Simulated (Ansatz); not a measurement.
Consider BaPtO3 (cubic perovskite) (Pm-3m).

The structure was built from a prototype and need not be the compound's stable phase.

```
Ba Pt O
1.0
     0.00000   -4.00870    0.00000
     0.00000    0.00000    4.00870
    -4.00870    0.00000    0.00000
Ba Pt O
1 1 3
Direct
  0.00000 0.00000 0.00000
  0.50000 0.50000 0.50000
  0.50000 0.50000 0.00000
  0.50000 0.00000 0.50000
  0.00000 0.50000 0.50000
```

The structure was relaxed with LDA. The structure type comes from a generator and need not be one that this composition takes. The structure was generated from a model, not taken from a measurement. The runs that relaxed it are not among those shown. The program's search for lower electronic states was switched off, so nothing shows that the state found is the lowest. Spin-orbit coupling is left out unless a run names it. PAW set soft_2, made with PBE.

A constrained-RPA run (Ansatz 0.2.0; non-magnetic LDA; Pt d + anion p, bands v12 to c2, 4×4×4 mesh, medium accuracy) builds 14 functions on bands 13 eV wide, with 24.0 electrons in the window. The bare on-site interaction is 16.4 eV and the bare J 0.66 eV.

**Question.** Estimate U, U′ and J.

On the Pt d shell, U = 6.91 eV (42 % of the bare value), U′ = 5.90 eV, J = 0.50 eV.

The parent state is non-magnetic and the interaction static (zero frequency); U depends on the window and the orbitals, so it belongs to this model alone. Spin-orbit coupling, which is strong for atoms this heavy, is left out. A window that holds the anion p bands defines a model with explicit ligands; its U belongs to that model and is not the U of DFT+U.

[Paths, hosts, dates, memory and timing lines, banners, echoed tables and standing remarks are left out of the program output.]

[Logs are printed without paths, hosts, clocks, repeated set-up lines and the standing remarks that a program may print on its own settings, such as how far it seeks lower states.]

[Runs of the session that timed out or met a known fault of the program may be left out.]

[Hosts, paths, dates, database ids (printed as entryN), source tags and the programs' standing remarks are cut or masked in the printed files.]
